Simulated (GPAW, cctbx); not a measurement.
# By hand: from a DFT structure factor to an extinction distance in HWI

HWI, P-3m1 (no. 164), a = 3.5057 Å, b = 3.5057 Å, c = 9.8990 Å, α = 90.00°, β = 90.00°, γ = 120.00°.

```
atom  mult.    x    y       z
  W1      2  2/3  1/3  0.3997
  I1      2  2/3  1/3  0.8206
  H1      2  2/3  1/3  0.5748
```

The cell comes from substitution in a known structure type and wasn't matched to any measured phase.

A DFT run (GPAW, PBE, 550 eV, 6×6×2 k-points (along the axes of the calculation cell), Fermi–Dirac width 0.05 eV) gives the static X-ray structure factor of 001 as 74.846 e for the conventional cell; superposed free atoms give 74.655 e. **Problem.** Find the Fourier component V of the crystal potential and the two-beam extinction distance at 80 kV in both cases.

**1. Geometry**

The cell volume is Ω = 105.36 Å³ and d(001) = 9.8990 Å, so g = 1/d = 0.1010 Å⁻¹.

**2. The nuclei**

Electrons feel nuclei as well as electrons, so the nuclear charges are summed with the same phases.

Phase sums Σ exp(2πi h·x), turned so that the total is real and positive: W +1.616, I -0.859, H +1.783. Then F_Z = 74 × (+1.616) + 53 × (-0.859) + 1 × (+1.783) = 75.83 e. The electron term has the same sign for this reflection.

**3. Mott–Bethe**

Poisson's equation, term by term, gives V = (e/4πε₀)(F_Z − F)/(πΩg²), with e/4πε₀ = 14.3996 V Å.

The prefactor is 14.3996 × 9.8990²/(π × 105.36) = 4.26295 V per electron. Free atoms: (75.83 − 74.655) × 4.26295 = 4.988 V. Crystal: (75.83 − 74.846) × 4.26295 = 4.174 V. F changes by +0.26 % and V by -16.3 %: the same 0.19 e is measured against F_Z − F = 1.2 e in place of F = 74.7 e.

**4. Extinction distance**

In the two-beam case ξ = 1/(λU) with U = 2γm₀eV/h², that is ξ = 150.41 V Å²/(γλV).

At 80 kV, λ = 0.04176 Å and γ = 1.1566. Free atoms: ξ = 624 Å. Crystal: ξ = 746 Å. The thickness fringes go as sin²(πt/ξ), so the two patterns slip by a quarter of a period when t|1/ξ₁ − 1/ξ₀| = 1/4, at t ≈ 96 nm. Thermal motion, absorption and many-beam coupling, left out here, change a real pattern.

**5. Answer**

V(001) is 4.17 V against 4.99 V, and ξ is 746 against 624 Å. Limits: static atoms, two beams.

[Outputs are excerpts: Python notices, other lines and further rows are left out; steps that failed or that the build refused (PBEsol, TPSS) are not shown.]

[Logs are printed without paths, hosts, clocks, repeated set-up lines and the standing remarks that a program may print on its own settings, such as how far it seeks lower states.]
